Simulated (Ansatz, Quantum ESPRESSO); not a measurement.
# NaF (Villiaumite): Raman and infrared activity

Wanted: vibrational spectra of NaF (Villiaumite) from linear and non-linear response.

Calculated with Quantum ESPRESSO 8.0 development, patched; DFT LDA, scalar-relativistic, plane waves, PseudoDojo norm-conserving pseudopotentials.

Most raw output is cut from this account.

### Step 1. Set-up

The structure is cubic, space group Fm-3m (No. 225). Conventional cell: a = 4.640 Å, b = 4.640 Å, c = 4.640 Å, α = 90.00°, β = 90.00°, γ = 90.00°. Nearest to Na lie 6 F at 2.32 Å. Nearest to F lie 6 Na at 2.32 Å. Farther neighbours and most contacts between anions are not listed.

As a file:

```cif
data_structure
_symmetry_space_group_name_H-M 'P 1'
_symmetry_Int_Tables_number 1
_cell_length_a 3.2810
_cell_length_b 3.2810
_cell_length_c 3.2810
_cell_angle_alpha 60.000
_cell_angle_beta 60.000
_cell_angle_gamma 60.000
_cell_volume 24.97
loop_
_atom_site_label
_atom_site_type_symbol
_atom_site_fract_x
_atom_site_fract_y
_atom_site_fract_z
_atom_site_occupancy
Na1 Na 0.00000 0.00000 0.00000 1
F2 F 0.50000 0.50000 0.50000 1
```

### Step 2. A first look

Before anything dear is run, a loose run with smearing shows whether this is a metal and how far the cell is from rest.

The input, probe.in:

```
 &control
    calculation='scf',
    prefix='x',
    outdir='./tmp',
    pseudo_dir='./pseudo',
    tprnfor=.true.,
    tstress=.true.,
    verbosity='high',
 /
 &system
    ibrav=2,
    celldm(1)=8.76832922,
    nat=2,
    ntyp=2,
    ecutwfc=88.0,
    occupations='smearing',
    smearing='gaussian',
    degauss=0.01,
 /
 &electrons
    conv_thr=1.0d-07,
    mixing_beta=0.7,
    electron_maxstep=100,
 /
ATOMIC_SPECIES
 Na     22.9898  Na.upf
 F      18.9984  F.upf
ATOMIC_POSITIONS crystal
 Na     0.000000000   0.000000000   0.000000000
 F      0.500000000   0.500000000   0.500000000
K_POINTS automatic
 6 6 6 0 0 0
```

Launch:

```sh
$ OMP_NUM_THREADS=1 mpirun -n 2 pw.x -nk 2 -in probe.in > probe.out
```

Run time: 3 s. Hardware: 2 MPI ranks of AMD EPYC 9R14 (Zen 4), shared host; 5.5 s of CPU time.

Numbers from this step:

```
volume per atom   : 12.49 Å³
pressure          : -4.480 GPa
gap on the k-mesh : 5.971 eV
```

A gap of 6.0 eV opens on this mesh, so the crystal is taken as an insulator; the start stands at -4.5 GPa.

### Step 3. Relaxing the cell and atoms

The relaxation runs at a cutoff a fifth above that of the response, since stress converges more slowly with the basis than frequencies do. Forces and stress are brought to rest with tight thresholds.

The input, relax.in:

```
 &control
    calculation='vc-relax',
    prefix='x',
    outdir='./tmp',
    pseudo_dir='./pseudo',
    tprnfor=.true.,
    tstress=.true.,
    forc_conv_thr=2.0d-05,
    etot_conv_thr=1.0d-07,
    nstep=40,
 /
 &system
    ibrav=2,
    celldm(1)=8.76832922,
    nat=2,
    ntyp=2,
    ecutwfc=106,
    occupations='fixed',
    nbnd=10,
 /
 &electrons
    conv_thr=1.0d-11,
    mixing_beta=0.7,
    electron_maxstep=100,
 /
 &ions
 /
 &cell
    press_conv_thr=0.2,
 /
ATOMIC_SPECIES
 Na     22.9898  Na.upf
 F      18.9984  F.upf
ATOMIC_POSITIONS crystal
 Na     0.000000000   0.000000000   0.000000000
 F      0.500000000   0.500000000   0.500000000
K_POINTS automatic
 8 8 8 0 0 0
```

Launch:

```sh
$ OMP_NUM_THREADS=1 mpirun -n 2 pw.x -nk 2 -in relax.in > relax.out
```

Elapsed: 30 s, on 2 MPI ranks.

Relaxation path:

```csv
step,energy less that of the first step (eV),largest force (eV/Å),pressure (GPa),volume (Å³)
1,0.0000,0.0000,-4.48,24.97
2,-0.0142,0.0000,-3.53,24.41
3,-0.0283,0.0000,-1.85,23.57
4,-0.0327,0.0000,0.27,22.72
5,-0.0328,0.0000,-0.02,22.82
6,-0.0328,0.0000,0.00,22.82
7,-0.0328,0.0000,0.00,22.82
```

```
conventional cell, symmetrised  before  after  change
                         a (Å)   4.640  4.502  -3.0 %
                         b (Å)   4.640  4.502  -3.0 %
                         c (Å)   4.640  4.502  -3.0 %
              volume (Å³/atom)   12.49  11.41  -8.6 %
```

Final coordinates:

```xyz
2
Lattice="-2.2512 0.0000 2.2512 0.0000 2.2512 2.2512 -2.2512 2.2512 0.0000" Properties=species:S:1:pos:R:3 pbc="T T T"
Na    0.0000    0.0000    0.0000
F    -2.2512    2.2512    2.2512
```

The last row of the table of steps is pw.x's closing run on a basis chosen anew for the final cell, so its energy can jump.

Numbers from this step:

```yaml
volume_per_atom: 11.41 Å³
pressure: -0.002 GPa
gap_on_the_k_mesh: 6.478 eV
```

The volume changes by -8.6 % from the cell with which this run began.

### Step 4. Ground state

Perturbation theory inherits every error of the wavefunctions, so the threshold is set near the limit of the arithmetic. With a gap, occupations are fixed, which also allows the response to an electric field.

The input, scf.in:

```
 &control
    calculation='scf',
    prefix='x',
    outdir='./tmp',
    pseudo_dir='./pseudo',
    tprnfor=.true.,
    tstress=.true.,
 /
 &system
    ibrav=2,
    celldm(1)=8.50836024,
    nat=2,
    ntyp=2,
    ecutwfc=88.0,
    occupations='fixed',
    nbnd=10,
 /
 &electrons
    conv_thr=1.0d-12,
    mixing_beta=0.7,
    electron_maxstep=100,
 /
ATOMIC_SPECIES
 Na     22.9898  Na.upf
 F      18.9984  F.upf
ATOMIC_POSITIONS crystal
 Na     0.000000000   0.000000000   0.000000000
 F      0.500000000   0.500000000   0.500000000
K_POINTS automatic
 8 8 8 0 0 0
```

Launch:

```sh
$ OMP_NUM_THREADS=1 mpirun -n 2 pw.x -nk 2 -in scf.in > scf.out
```

Elapsed: 4.2 s, on 2 MPI ranks; 8 s of CPU time.

The cell stands at -0.002 GPa, close enough for phonons.

### Step 5. Zone-centre response

At q = 0 one unit cell holds all displacements; symmetry groups them into irreducible representations that are solved one by one. The response to a field gives ε∞ and the Born charges, which polar modes need. Third-order response adds the Raman tensors.

The input, ph.in:

```
phonons
 &inputph
    prefix='x',
    outdir='./tmp',
    fildyn='g.dyn',
    tr2_ph=1.0d-18,
    epsil=.true.,
    lraman=.true.,
    elop=.true.,
 /
0.000000000000 0.000000000000 0.000000000000
```

Launch:

```sh
$ OMP_NUM_THREADS=1 mpirun -n 2 ph.x -nk 2 -in ph.in > ph.out
```

Elapsed: 2.4 min, on 2 MPI ranks; 4.7 min of CPU time.

Read from the output:

```yaml
miss_of_the_charge_sum_rule: 0 e
largest_acoustic_frequency_at_the_zone_centre_before_the_sum_rule: 6.9 cm⁻¹
highest_optical_zone_centre_mode_no_lo_to_term: 276 cm⁻¹
lowest_optical_zone_centre_mode: 276 cm⁻¹
mean_high_frequency_dielectric_constant: 1.931
largest_born_charge_in_size_third_of_the_trace: 0.9988 e
```

Born charge (rows field, columns displacement), before the sum rule (e), principal values of the symmetric part by kind of site:

| atom | atoms with these values | low | middle | high | mean |
| --- | --- | --- | --- | --- | --- |
| Na1 | 1 | 0.9988 | 0.9988 | 0.9988 | 0.9988 |
| F2 | 1 | -0.9988 | -0.9988 | -0.9988 | -0.9988 |

In full for F2:

```
-0.9988  0.0000  0.0000
 0.0000 -0.9988  0.0000
 0.0000  0.0000 -0.9988
```

High-frequency dielectric tensor:

```
1.93 0.00 0.00
0.00 1.93 0.00
0.00 0.00 1.93
```

The acoustic modes at Γ come out as far as 6.9 cm⁻¹ from zero, where they should vanish, a small numerical error; the Born charges miss their sum rule by 0 e, which is good.

### Step 6. Zone-centre analysis

A rigid shift of the crystal must cost nothing, but grids and finite bases break this; the acoustic sum rule is imposed before the matrix is diagonalised again. With Born charges the intensities follow, and the static dielectric tensor.

The input, dynmat.in:

```
 &input
    fildyn='g.dyn',
    asr='simple',
    fileig='dynmat.eig',
    lperm=.true.,
 /
```

Launch:

```sh
$ dynmat.x -in dynmat.in > dynmat.out
```

The job ended after 0.66 s (1 thread).

Numbers from this step:

```yaml
highest_optical_zone_centre_mode_no_lo_to_term: 275.9 cm⁻¹
lowest_optical_zone_centre_mode: 275.9 cm⁻¹
mean_static_dielectric_constant: 4.648
```

Unit eigenvectors of the mass-weighted matrix after the sum rule; no LO-TO term. The modes at Γ (shares of kinetic energy by element, %):

| mode | frequency (cm⁻¹) | symmetry | Na % | F % |
| --- | --- | --- | --- | --- |
| 1 | 0.0 | acoustic | 55 | 45 |
| 2 | 0.0 | acoustic | 55 | 45 |
| 3 | 0.0 | acoustic | 55 | 45 |
| 4 | 275.9 | T1u | 45 | 55 |
| 5 | 275.9 | T1u | 45 | 55 |
| 6 | 275.9 | T1u | 45 | 55 |

Displacements in mode 6 (275.9 cm⁻¹), the largest set to 1:
```
Na1  0.00  0.00 -0.83
F2   0.00  0.00  1.00
```

Degenerate modes summed, no LO-TO term. Infrared lines, with heights relative to the strongest:

```
position (cm⁻¹)  lines merged  label  IR intensity, relative
            276             3    T1u                     100
```

Static dielectric tensor (ions relaxed, fixed cell):

```
4.65 0.00 0.00
0.00 4.65 0.00
0.00 0.00 4.65
```

The rule moves no optical mode by more than 0.1 cm⁻¹.

### Step 7. Sum rules set otherwise: a sum rule for molecules or wires on a crystal

This rule also removes rotations, which suits molecules and not a crystal; it is tried to see the harm.

The input, dynmat.in:

```
 &input
    fildyn='g.dyn',
    asr='zero-dim',
    fileig='dynmat.eig',
    lperm=.true.,
 /
```

Launch:

```sh
$ dynmat.x -in dynmat.in > dynmat.out
```

It took 0.65 s on 1 thread.

The run ended normally, but on settings that are not sound.

The fault: a sum rule for molecules or wires on a crystal; 2 optical modes are projected out to zero frequency, as if they were rotations, and the static dielectric tensor is spoilt.

For a crystal the rule has to be 'simple' or 'crystal'.

Zone-centre frequencies as printed; negative means imaginary. Modes:

```
mode  frequency (cm⁻¹)
   1                 0
   2                 0
   3                 0
   4                 0
   5                 0
   6               276
```

### Step 8. Sum rules set otherwise (asr crystal)

The rule can be imposed in more than one way; the choices should agree where the raw error is small.

The input, dynmat.in:

```
 &input
    fildyn='g.dyn',
    asr='crystal',
    fileig='dynmat.eig',
    lperm=.true.,
 /
```

Launch:

```sh
$ dynmat.x -in dynmat.in > dynmat.out
```

Run time: 0.64 s. Hardware: 1 thread.

Numbers from this step:

```
highest optical zone-centre mode (no LO-TO term) : 276.0 cm⁻¹
lowest optical zone-centre mode                  : 276.0 cm⁻¹
mean static dielectric constant                  : 4.646
```

Zone-centre frequencies as printed; negative means imaginary. Modes:

```csv
mode,frequency (cm⁻¹)
1,0
2,0
3,0
4,276
5,276
6,276
```

Against the first rule no mode moves by more than 0.1 cm⁻¹.

### Step 9. Modes along a direction of q (1 0 0)

A longitudinal polar mode sets up a macroscopic field that stiffens it; the term hangs on the direction from which q goes to zero.

The input, dynmat.in:

```
 &input
    fildyn='g.dyn',
    asr='simple',
    fileig='dynmat.eig',
    q(1)=1.0,
    q(2)=0.0,
    q(3)=0.0,
 /
```

Launch:

```sh
$ dynmat.x -in dynmat.in > dynmat.out
```

Wall time 0.63 s (1 thread).

Numbers from this step:

* highest mode moved by the LO-TO term: 428.0 cm⁻¹

Zone-centre frequencies as printed; negative means imaginary. Modes:

```
mode  frequency (cm⁻¹)
   1                 0
   2                 0
   3                 0
   4             275.9
   5             275.9
   6               428
```

The field moves one mode, from 276 to 428 cm⁻¹; the others stay.

### Step 10. A second program

A second program on the same cell, potentials, cutoff and meshes tests the implementation of the phonon response, not its convergence. Its field response is summed in its own way. Its k mesh is centred on Γ.

This step: DFT LDA, scalar-relativistic, plane waves, PseudoDojo norm-conserving pseudopotentials (Ansatz 0.2.0).

The input, input.yaml:

```yaml
crystal:
  lattice:
    - [-2.2512151696, 0.0, 2.2512151696]
    - [0.0, 2.2512151696, 2.2512151696]
    - [-2.2512151696, 2.2512151696, 0.0]
  atoms:
    - { symbol: Na, position: [0.0, 0.0, 0.0] }
    - { symbol: F, position: [0.5, 0.5, 0.5] }
kpoints:
  mp_grid: { grid: [8, 8, 8] }
hamiltonian:
  xc: lda
  pseudopotentials: { kind: nc, accuracy: standard }
scf:
  occupations: { method: fixed }
output:
  eigenvalues: true
basis:
  ecutwfc: 1197.301
phonons:
  method: dfpt
  dielectric: true
  rigid_motions: translations
  raman: true
```

Launch:

```sh
$ ansatz run input.yaml --threads 2 --pin off --max-ram 4096MiB --backend cpu --events-out ev --progress --plain --runs-dir out
```

The job ended after 48 s (2 threads; peak memory 0.65 GiB; 93 s of CPU time).

Read from the output:

* sum-rule residual before enforcement: 6.67e-4 eV/Å²
* miss of the charge sum rule: 6.56e-5 e
* largest Born charge in size (third of the trace): 0.9989 e
* mean static dielectric constant: 4.647
* highest mode moved by the LO-TO term: 428.1 cm⁻¹

Transverse modes. Lines of the infrared spectrum (strongest = 100):

```
position (cm⁻¹)  label  IR intensity ((D/Å)²/amu), degenerate modes summed, relative
            276    T1u                                                           100
```

### Step 11. Side by side: QE PseudoDojo and Ansatz, PseudoDojo

Worked out from the results:

* root-mean-square difference: 0.04 cm⁻¹
* largest difference: 0.04 cm⁻¹

Frequencies side by side, by row:

```csv
q (reciprocal lattice),mode,QE PseudoDojo (cm⁻¹),"Ansatz, PseudoDojo (cm⁻¹)"
0 0 0,1,0,0
0 0 0,2,0,0
0 0 0,3,0,0
0 0 0,4,275.9,276
0 0 0,5,275.9,276
0 0 0,6,275.9,276
```

The two runs side by side. Further quantities:

```csv
quantity,QE PseudoDojo,"Ansatz, PseudoDojo"
mean ε∞,1.931,1.931
"largest Born charge in size (e; the first before, the second after the charge sum rule)",0.999,0.999
summed IR intensity ((D/Å)²/amu),6.638,6.638
```

At the zone centre the largest difference (acoustic modes at Γ apart) is 0.01 % of the highest mode.

### Step 12. Outcome

```json
{
 "space group after relaxation": "Fm-3m",
 "volume per atom": "11.4 Å³",
 "gap on the k-mesh": "6.48 eV",
 "highest optical zone-centre mode (no LO-TO term)": "275.9 cm⁻¹",
 "highest mode moved by the LO-TO term": "428.0 cm⁻¹",
 "mean high-frequency dielectric constant": "1.93",
 "largest Born charge in size (third of the trace)": "0.999 e",
 "mean static dielectric constant": "4.65",
 "imaginary optical modes at the zone centre (no q mesh in this session)": "none",
 "largest difference from Ansatz, PseudoDojo": "0.04 cm⁻¹"
}
```

In words: No mode is Raman active in this structure; the strongest infrared line lies at 276 cm⁻¹. At the LDA level the optical modes of NaF (Villiaumite) at the zone centre (no LO-TO term) lie at 276 cm⁻¹. Along the directions run, the highest mode that the macroscopic field moves lies at 428 cm⁻¹. Lattice motion raises the mean dielectric constant from 1.931 to 4.648. The Born charge of Na is 0.9988 e against a formal charge of +1, close to the ionic value. The Lyddane-Sachs-Teller relation holds: (ωLO/ωTO)² is 2.41 and ε₀/ε∞ is 2.41. QE PseudoDojo and Ansatz, PseudoDojo agree to 0.04 cm⁻¹ (0.01 % of the highest mode compared) on all solved modes but the acoustic ones at Γ, without the LO-TO term. These are harmonic frequencies at zero temperature: anharmonic shifts and linewidths and thermal expansion are left out. The build is a development version in which the Raman tensors of release 7.5 are mended; dynmat.x leaves out the electro-optic term of LO lines.

[Host names and launcher messages were left out of these logs when they were recorded.]

[Logs are printed without paths, hosts, clocks, repeated set-up lines and the standing remarks that a program may print on its own settings, such as how far it seeks lower states.]

[Hosts, paths, dates, database ids (printed as entryN), source tags and the programs' standing remarks are cut or masked in the printed files.]
